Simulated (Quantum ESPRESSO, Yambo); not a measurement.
# Quasiparticle gap of PtS2 (1T monolayer) in Yambo, part 2 of 2

How does a plane-wave GW calculation on PtS2 (1T monolayer) run from the first input to the gap?

Quantum ESPRESSO 7.5 and Yambo 5.3.0; PBE and many-body steps on it, plane waves. Known limits of the many-body steps: not at the basis limit; no spin polarisation; d states lean on the start; no spin-orbit coupling.

So far. Step 3 (Bands along the symmetry lines): The gap is 1.767 eV, as in the run before at this level. Step 4 (Empty states on the mesh, 6×6×1 mesh, 92 bands): On this mesh the gap is 2.039 eV. The earlier step found 1.767 eV, so this mesh misses an edge.

## Step 5: Conversion and set-up

This step: Yambo 5.3.0; conversion and set-up on PBE, plane waves, norm-conserving pseudopotentials.

The states are converted to the many-body program's format and the q mesh is built.

Run with:

```
$ (cd o/x.save; p2y > p2y.log; mv SAVE ../..); yambo > setup.log
```

The program printed:

```text
 Yambo, version 5.3.0

 [02] CORE Variables Setup
 =========================

  [02.01] Unit cells
  ==================

  Cell kind             :  HCP
  Atoms in the cell     :  Pt  S
  number of Pt atoms    :  1
  number of S  atoms    :  2

  List of atomic masses
  Mass of Pt    :  195.0800
  Mass of S     :  32.06000

  List of atomic coordinates    : [cc]
  Pt1       :   0.00000   0.00000  14.17295  order 1
  S1       : -0.27466E-09   3.8988       16.493      order 2
  S2       :   3.37650   1.94942  11.85264  order 3

  Alat factors          :   6.75299   5.84826  28.34589 [a.u.]
  Direct lattice volume :   1119.47    [a.u.]
  Direct lattice vectors:  A[ 1 ]  A[ 2 ]  A[ 3 ]
   A[ 1 ]:  1.000000 -0.000000  0.000000  [iru]
   6.752994 -0.000000  0.000000  [cc]
   A[ 2 ]: -0.500000  1.000000  0.000000  [iru]
  -3.376497  5.848264  0.000000  [cc]
   A[ 3 ]:  0.000000  0.000000  1.000000  [iru]
    0.00000   0.00000  28.34589  [cc]

  Recip. lattice volume :  0.221578 [a.u.]
  Recip. lattice vectors:  B[ 1 ]  B[ 2 ]  B[ 3 ]
   B[ 1 ]:  1.000000  0.500000  0.000000  [iku]
   0.930430  0.537184 -0.000000  [cc]
   B[ 2 ]:  0.000000  1.000000  0.000000  [iku]
   0.000000  1.074368 -0.000000  [cc]
   B[ 3 ]:  0.000000  0.000000  1.000000  [iku]
  -0.000000 -0.000000  0.221661  [cc]

  [02.02] Symmetries
  ==================

  Inversion symmetry    : yes
  Spatial inversion     : yes
  Inversion index       :   7
  K-space Time-reversal : no
  Magnetic symmetries   : no
  Group table correct   : yes
  Symmetries units      :  [cc]

   [S  1]:   1.0000       0.0000       0.0000      0.77579E-16   1.0000       0.0000       0.0000       0.0000       1.0000
   [S  2]:   1.0000       0.0000       0.0000     -0.32312E-10  -1.0000       0.0000       0.0000       0.0000      -1.0000
   [S  3]: -0.500000  0.866025  0.000000 -0.866025 -0.500000  0.000000  0.000000  0.000000  1.000000
[...]
[S 11]:  0.500000  0.866025  0.000000  0.866025 -0.500000  0.000000  0.000000  0.000000  1.000000
   [S 12]:  0.500000 -0.866025  0.000000 -0.866025 -0.500000  0.000000  0.000000  0.000000  1.000000

  [02.03] Reciprocal space
  ========================

  nG shells         :   4653
  nG charge         :  100255
  nG WFs            :  15311
  nC WFs            :  12619
  G-vecs. in first 80 shells:  [ Number ]
     1    3    5    7    9   15   27   29   41
    53   55   67   79   81   93   95  101  113
   125  137  149  151  163  175  181  193  205
[...]
787   811   823   835   837   849   861   885
  ...
  Shell energy in first 80 shells:  [ mHa ]
[...]
4703.99      4728.93      4765.22      4815.10      4924.34      5194.20      5218.76      5243.71      5269.02
    5281.12      5292.46      5392.24      5415.30      5527.54      5587.26      5612.21      5808.37      5846.16
[...]
K/Q-points units:
  rlu = crystal or reduced units; cc = cartesian coordinates; iku = interal k-units

  K [1]          [rlu]:  0.000000  0.000000  0.000000
         WF components:  12619
  K [2]          [rlu]:  0.000000  0.166667  0.000000
         WF components:  12560
  K [3]          [rlu]:  0.000000  0.333333  0.000000
         WF components:  12540
  K [4]          [rlu]:  0.000000 -0.500000  0.000000
         WF components:  12518
  K [5]          [rlu]:  0.166667  0.166667  0.000000
         WF components:  12521
  K [6]          [rlu]:  0.166667  0.333333  0.000000
         WF components:  12506
  K [7]          [rlu]:  0.333333  0.333333  0.000000
         WF components:  12492

  [02.05] Energies & Occupations
  ==============================

  [X] === General ===
  [X] Electronic Temperature                        :  0.000000  0.000000 [eV K]
  [X] Bosonic    Temperature                        :  0.000000  0.000000 [eV K]
  [X] Finite Temperature mode                       : no
  [X] El. density                                   :  0.18084E+24 [cm-3]
  [X] Fermi Level                                   : -0.891555 [eV]

  [X] === Gaps and Widths ===
  [X] Conduction Band Min                           :  2.039191 [eV]
  [X] Valence Band Max                              :  0.000000 [eV]
  [X] Filled Bands                                  :  15
  [X] Empty Bands                                   :   16   92
  [X] Direct Gap                                    :  2.064824 [eV]
  [X] Direct Gap localized at k                     :  2
  [X] Indirect Gap                                  :  2.039191 [eV]
  [X] Indirect Gap between kpts                     :   5   2
  [X] Last valence band width                       :  1.366428 [eV]
  [X] 1st conduction band width                     :  1.156563 [eV]

  E @ K [1]:  [eV]
  -98.63536 -52.78141 -52.78141 -52.67635 -13.98565 -11.76251  -5.52509  -5.52509
[...]
occ @ K [1]
[...]
E @ K [2]:  [eV]
[...]
occ @ K [2]
[...]
E @ K [3]:  [eV]
[...]
occ @ K [3]
[...]
E @ K [4]:  [eV]
[...]
occ @ K [4]
[...]
E @ K [5]:  [eV]
[...]
occ @ K [5]
[...]
E @ K [6]:  [eV]
[...]
occ @ K [6]
[...]
E @ K [7]:  [eV]
[...]
occ @ K [7]
[...]
0.000000  0.000000  0.000000  0.000000  0.000000  0.000000  0.000000  0.000000
   0.000000  0.000000  0.000000  0.000000  0.000000  0.000000  0.000000  0.000000

 [03] Transferred momenta grid and indexing
 ==========================================

 IBZ Q-points                                      :   7
 BZ  Q-points                                      :   36

 K/Q-points units:
 rlu = crystal or reduced units; cc = cartesian coordinates; iku = interal k-units

 Q [1]          [rlu]:  0.000000  0.000000  0.000000
 Q [2]          [rlu]:  0.14930E-16  0.16667       0.0000
 Q [3]          [rlu]:  0.29860E-16  0.33333       0.0000
 Q [4]          [rlu]: -0.44790E-16 -0.50000       0.0000
 Q [5]          [rlu]:  0.166667  0.166667  0.000000
 Q [6]          [rlu]:  0.166667  0.333333  0.000000
 Q [7]          [rlu]:  0.333333  0.333333  0.000000

  [03.01] X indexes
  =================

   [03.01.01] Sigma indexes
   ========================

 [06] Game Over & Game summary
```

It took 3.2 s on 1 MPI rank of Arm Neoverse V1, shared host; peak memory 0.25 GiB.

## Step 6: Screening and self-energy, 6×6×1 mesh, 92 bands, screening to 108.8 eV

G0W0 replaces the xc potential by the self-energy, built once from these orbitals. Only a window of levels is corrected, while the sums run over the empty bands that the input names.

This step: G0W0 on PBE, plane waves, norm-conserving pseudopotentials.

Contents of gw1.in:

```
HF_and_locXC
gw0
dyson
ppa
em1d
rim_cut
rim_w
RandQpts= 3000000
RandGvec= 100 RL
CUTGeo= "slab z"
RandGvecW= 9 RL
EXXRLvcs= 76 Ry
VXCRLvcs= 304 Ry
Chimod= "HARTREE"
% BndsRnXp
 1 | 92 |
%
NGsBlkXp= 8 Ry
% LongDrXp
 1 | 1 | 0 |
%
% GbndRnge
 1 | 92 |
%
DysSolver= "n"
ExtendOut
PPAPntXp= 27.21138 eV
% QPkrange
 5 | 5 | 14 | 17 |
 2 | 2 | 14 | 17 |
 1 | 1 | 14 | 17 |
%
```

Run with:

```
$ OMP_NUM_THREADS=2 mpirun -n 4 yambo -F gw1.in -J gw1 -C gw1 > gw1.log
```

The program printed:

```text
 Yambo, version 5.3.0

 [02] CORE Variables Setup
 =========================

  [... cell, symmetries and grids as in the set-up ...]

  [02.05] Energies & Occupations
  ==============================

  [X] === General ===
  [X] Electronic Temperature                        :  0.000000  0.000000 [eV K]
  [X] Bosonic    Temperature                        :  0.000000  0.000000 [eV K]
  [X] Finite Temperature mode                       : no
  [X] El. density                                   :  0.18084E+24 [cm-3]
  [X] Fermi Level                                   : -0.891555 [eV]

  [X] === Gaps and Widths ===
  [X] Conduction Band Min                           :  2.039191 [eV]
  [X] Valence Band Max                              :  0.000000 [eV]
  [X] Filled Bands                                  :  15
  [X] Empty Bands                                   :   16   92
  [X] Direct Gap                                    :  2.064824 [eV]
  [X] Direct Gap localized at k                     :  2
  [X] Indirect Gap                                  :  2.039191 [eV]
  [X] Indirect Gap between kpts                     :   5   2
  [X] Last valence band width                       :  1.366428 [eV]
  [X] 1st conduction band width                     :  1.156563 [eV]

 [03] Transferred momenta grid and indexing
 ==========================================

 IBZ Q-points                                      :   7
 BZ  Q-points                                      :   36

 K/Q-points units:
 rlu = crystal or reduced units; cc = cartesian coordinates; iku = interal k-units

 Q [1]          [rlu]:  0.000000  0.000000  0.000000
 Q [2]          [rlu]:  0.14930E-16  0.16667       0.0000
 Q [3]          [rlu]:  0.29860E-16  0.33333       0.0000
 Q [4]          [rlu]: -0.44790E-16 -0.50000       0.0000
 Q [5]          [rlu]:  0.166667  0.166667  0.000000
 Q [6]          [rlu]:  0.166667  0.333333  0.000000
 Q [7]          [rlu]:  0.333333  0.333333  0.000000

 [04] Coloumb potential Random Integration (RIM)
 ===============================================

 Performing RIM of v_slab

  [04.01] RIM initialization
  ==========================

  * Diagonal components only detected *

  8 x (sBL volume)        :  0.049239 [a.u.]
  sBZ random points       :  3000000
  Points outside the sBZ  :  24000829
  RL volume               :  0.221578 [a.u.]
  Integrated volume       :  0.221570 [a.u.]

  [04.02] RIM integrals
  =====================

  Gamma point sphere radius             :  0.042044 [a.u.]
  Points outside the sphere             :  2398884
  [Int_sBZ(q=0) 1/q^2]*(Vol_sBZ)^(-1/3) =:  7.536468
                                 should be <:  7.795600

  Summary of Coulomb integrals for non-metallic bands |Q|[au] RIM/Bare

  Q [1] 0.100000E-4 0.966759 * Q [2] 0.179061 1.020815
  Q [5] 0.310143 1.030994 * Q [3] 0.358123 1.027338
  Q [6] 0.473752 1.018738 * Q [4] 0.537184 1.015068
  Q [7] 0.620286 1.011578
  Non-periodic chartesian directions : none
  Optical renormalization            :  28.34589 [au]
  Polarizability dimension           : length

 [05] Coloumb potential CutOffslab
 =================================

 Cut directionsZ
 Slab Cutoff:Z
 Symmetry test passed : yes

 [06] Dipoles
 ============

  [06.01] Setup: observables and procedures
  =========================================

  [WARNING] [x,Vnl] slows the Dipoles computation. To neglect it rename the ns.kb_pp file

 [07] Dynamic Dielectric Matrix (PPA)
 ====================================

 [WR./gw1//ndb.pp]---------------------------------------------------------------
  Brillouin Zone Q/K grids (IBZ/BZ)                :    7   36    7   36
  RL vectors                                       :  15319 [WF]
  Coulomb cutoff potential                         : slab z
  Electronic Temperature                           :  0.000000 [K]
  Bosonic    Temperature                           :  0.000000 [K]
  PPA    diel. fun.  energies                      : Perdew, Burke & Ernzerhof(X)+Perdew, Burke & Ernzerhof(C)
  wavefunctions                                    : Perdew, Burke & Ernzerhof(X)+Perdew, Burke & Ernzerhof(C)
  Global Gauge                                     : length
  X matrix size                                    :   391
  X band range                                     :    1   92
  X e/h energy range                               : -1.000000 -1.000000 [eV]
  X Time ordering                                  : R
  X Hxc Kernel                                     : HARTREE
  X Drude frequency                                :  0.000000  0.000000
  X poles                                          :  100.0000 [o/o]
  RL vectors in the sum                            :  15319
  [r,Vnl] included                                 : yes
  Field direction                                  :  0.707107E-5  0.707107E-5   0.00000
  BZ energy Double Grid                            : no
  BZ energy DbGd points                            : 0
  BZ Q point size factor                           : -1.000000
  X Optical Averaged directions                    : none

 [08] Local Exchange-Correlation + Non-Local Fock
 ================================================

 [VXC] Plane waves :  100255
 [EXS] Plane waves :  12631

 QP @ state[ 1 ] K range:  1  2
 QP @ state[ 1 ] b range:  14  17
 QP @ state[ 2 ] K range:   5   5
 QP @ state[ 2 ] b range:  14  17

 [xc] Functional : Perdew, Burke & Ernzerhof(X)+Perdew, Burke & Ernzerhof(C)
 [xc] LIBXC used to calculate xc functional
  PP Number of Atomic Species                      :  2
  NLCC RL compoments                               :  100255
  PP Number of Atomic Species                      :  2
  NLCC RL compoments                               :  100255

 [xc] E_xc :  -16.11412 [Ha]
      E_xc :  -32.22824 [Ry]

  Local XC kind (lXC) : Perdew, Burke & Ernzerhof(X)+Perdew, Burke & Ernzerhof(C)
  Non-Local XC kind (nlXC) : Hartree-Fock

  Corrections @ K [1] :  [eV]
 <14|nlXC|14> = -15.91241  0.12868E-16 <14|lXC|14> = -13.81682  0.56645E-15
 <15|nlXC|15> = -15.91240 -0.88294E-17 <15|lXC|15> = -13.81681 -0.59005E-17
 <16|nlXC|16> = -13.04649 -0.98965E-18 <16|lXC|16> = -16.89908 -0.18882E-15
 <17|nlXC|17> = -13.04648  0.92975E-18 <17|lXC|17> = -16.89908 -0.94408E-16

  Corrections @ K [2] :  [eV]
 <14|nlXC|14> = -17.52588 -0.40072E-17 <14|lXC|14> = -15.09467  0.000000
 <15|nlXC|15> = -19.68713  0.44756E-17 <15|lXC|15> = -16.66487  0.29503E-16
 <16|nlXC|16> = -12.69921 -0.49671E-17 <16|lXC|16> = -16.07135 -0.37763E-15
 <17|nlXC|17> = -12.70988  0.90546E-17 <17|lXC|17> = -16.55165  0.28323E-15

  Corrections @ K [5] :  [eV]
 <14|nlXC|14> = -20.78863 -0.28832E-17 <14|lXC|14> = -17.35330  0.000000
 <15|nlXC|15> = -17.62419 -0.44195E-17 <15|lXC|15> = -15.01165  0.94408E-16
 <16|nlXC|16> = -12.08974 -0.67870E-18 <16|lXC|16> = -15.64452 -0.18882E-15
 <17|nlXC|17> = -12.79548  0.26674E-17 <17|lXC|17> = -16.45292 -0.94408E-16

 [09] Dyson equation: Newton solver
 ==================================

  [09.01] RIM-W interpolation
  ===========================

  [WARNING] RIM-W works only for 2D semiconductors with slab cutoff
  Found compatible q grid: 2D
  q_min[ 1 ]:  0.16667      0.22209E-11   0.0000     [rlu]
   0.166667  0.083333  0.000000 [iku]
  q_min[ 2 ]:  0.62185E-11  0.16667       0.0000     [rlu]
   0.62185E-11  0.16667       0.0000     [iku]
  G-vectors :   9
  G-vectors loaded:   63
  Number of interpolated frequencies:  2

  Evaluating coefficients q = 0
  Evaluating coefficients q = 0

  [09.02] RIM-W integrals
  =======================

  8 x (sBL volume)        :  0.049239 [a.u.]
  sBZ random points       :  3000000
  Points outside the sBZ  :  24000829
  RL volume               :  0.221578 [a.u.]
  Integrated volume       :  0.221570 [a.u.]

  [09.03] RIM integrals
  =====================

  Comparison between head Wc = W - v averages: < Wc > [au] RIM-W/RIM

   < -Wc [Q = 1] > 0.357930E-1 0.442944E-4 * < -Wc [Q = 2] > 0.005445 0.005253
   < -Wc [Q = 3] > 0.973281E-3 0.953198E-3 * < -Wc [Q = 4] > 0.324893E-3 0.321331E-3
   < -Wc [Q = 5] > 0.001428 0.001393 * < -Wc [Q = 6] > 0.458845E-3 0.453094E-3
   < -Wc [Q = 7] > 0.211749E-3 0.209437E-3

  Comparison between head Wc = W - v averages: < Wc > [au] RIM-W/RIM

   < -Wc [G = 1,G`=0] > 0.357930E-1 0.442944E-4 * < -Wc [G = 2,G`=0] >-0.002270 0.000000
   < -Wc [G = 3,G`=0] >-0.002270 0.000000 * < -Wc [G = 4,G`=0] > 0.488493E-4  0.00000
   < -Wc [G = 5,G`=0] > 0.488044E-4  0.00000 * < -Wc [G = 6,G`=0] > 0.117394E-3  0.00000
   < -Wc [G = 7,G`=0] > 0.117437E-3  0.00000 * < -Wc [G = 8,G`=0] >-0.309578E-4  0.00000
   < -Wc [G = 9,G`=0] >-0.309589E-4  0.00000

 [10] G0W0 (W PPA)
 =================

 [  GW  ] Bands range     :    1   92
 [GW/PPA] G damping       :  0.100000 [eV]

 QP @ state[ 1 ] K range:  1  2
 QP @ state[ 1 ] b range:  14  17
 QP @ state[ 2 ] K range:   5   5
 QP @ state[ 2 ] b range:  14  17

  Sc/G bands                                       :    1   92
  Sc/G damping                                     :  0.100000 ev
  Sc bands terminator                              : no
  Sx RL components                                 :  12631

  QP @ state[ 1 ] K range                          :  1  2
  QP @ state[ 1 ] b range                          :  14  17
  QP @ state[ 2 ] K range                          :   5   5
  QP @ state[ 2 ] b range                          :  14  17
  GF energies kind                                 : Perdew, Burke & Ernzerhof(X)+Perdew, Burke & Ernzerhof(C)
  GF WF`s kind                                     : Perdew, Burke & Ernzerhof(X)+Perdew, Burke & Ernzerhof(C)
  Xs energies kind                                 : Perdew, Burke & Ernzerhof(X)+Perdew, Burke & Ernzerhof(C)
  Xs WF`s kind                                     : Perdew, Burke & Ernzerhof(X)+Perdew, Burke & Ernzerhof(C)

 [14] Game Over & Game summary
```

Elapsed: 5.2 min, on 4 MPI ranks; peak memory 2.5 GiB.

This step gave:

```
G0W0 gap on the points computed              : 3.275 eV
starting gap on the mesh                     : 2.039 eV
k of the valence top                         : 0, 0.1667, 0
k of the conduction bottom                   : 0, 0.1667, 0
least direct G0W0 gap on the computed points : 3.275 eV
Z at the valence top                         : 0.7468
Z at the conduction bottom                   : 0.7543
```

The gap on the mesh goes from 2.04 eV to 3.27 eV, a correction of +1.24 eV. The start differs from the 1.77 eV found before because the two sample other k points.

Limits: finite bands, cutoff and mesh; no spin polarisation; d states lean on the start; no spin-orbit coupling. v1 is the top filled band, c1 the lowest empty one. Levels before and after the correction, in eV, zero at the valence-band top of each column:

```
           conduction bottom  valence top
Kohn-Sham               2.04         0.00
     G0W0               3.27         0.00
```

```
                    level  energy (eV)
Kohn-Sham  (0 0.167 0) v2       -0.225
Kohn-Sham  (0 0.167 0) v1       -0.026
Kohn-Sham  (0 0.167 0) c1        2.039
Kohn-Sham  (0 0.167 0) c2        2.864
     G0W0  (0 0.167 0) v2       -0.311
     G0W0  (0 0.167 0) v1        0.000
     G0W0  (0 0.167 0) c1        3.275
     G0W0  (0 0.167 0) c2        4.180
```

## Step 7: Where the time went

Times are wall times on the hardware named with each run. The host was busy with other work, so they are no guide to cost.

```
                          step     time  share  memory (GiB)
                  ground state     34 s    9 %          0.97
bands along the symmetry lines     13 s    3 %          0.83
      empty states on the mesh     37 s    9 %          0.85
         conversion and set-up    3.2 s    1 %          0.25
     screening and self-energy  5.2 min   78 %           2.5
```

## Step 8: Results

```
PBE gap                              : 1.77 eV, indirect
G0W0 gap on the mesh                 : 3.27 eV
G0W0 gap over the zone (rigid shift) : 3.00 eV
GW settings                          : 6×6×1 mesh, 92 bands, screening to 108.8 eV, Godby-Needs plasmon pole
known limits                         : not at the basis limit; no spin polarisation; d states lean on the start; no spin-orbit coupling
```

G0W0 moves the gap on the mesh from 2.04 eV to 3.27 eV (+1.24 eV), with Z of 0.75 and 0.75 at the edges. The mesh misses the band edges by 0.27 eV in all; a rigid shift gives 3.00 eV for the zone. Only 3 of the mesh's irreducible points were corrected, so a valley elsewhere could overtake. The dearest step here is «screening and self-energy». Bands and cutoff are finite, so the gap is not at the basis limit. The miss can reach some tenths of an eV and take either sign; the mesh is an error of its own. In the G0W0 run levels were corrected at 3 k points alone, so a gap called «on the mesh» is the least over those, and an edge elsewhere would be missed. A denser mesh or path gives a starting gap of 1.77 eV: the GW mesh misses a band edge, so its gaps are not the fundamental one. The runs have no spin polarisation. For a closed low-spin shell that is the natural state; where a d or f shell is open it is a constraint, and the gap is then not the crystal's own. With d states at the gap, one-shot GW leans hard on its start. The many-body steps are scalar-relativistic: spin-orbit coupling is not in them.

[Paths, hosts, dates, memory and timing lines, banners, echoed tables and standing remarks are left out of the program output.]

[Logs are printed without paths, hosts, clocks, repeated set-up lines and the standing remarks that a program may print on its own settings, such as how far it seeks lower states.]

[Runs of the session that timed out or met a known fault of the program may be left out.]

[Hosts, paths, dates, database ids (printed as entryN), source tags and the programs' standing remarks are cut or masked in the printed files.]
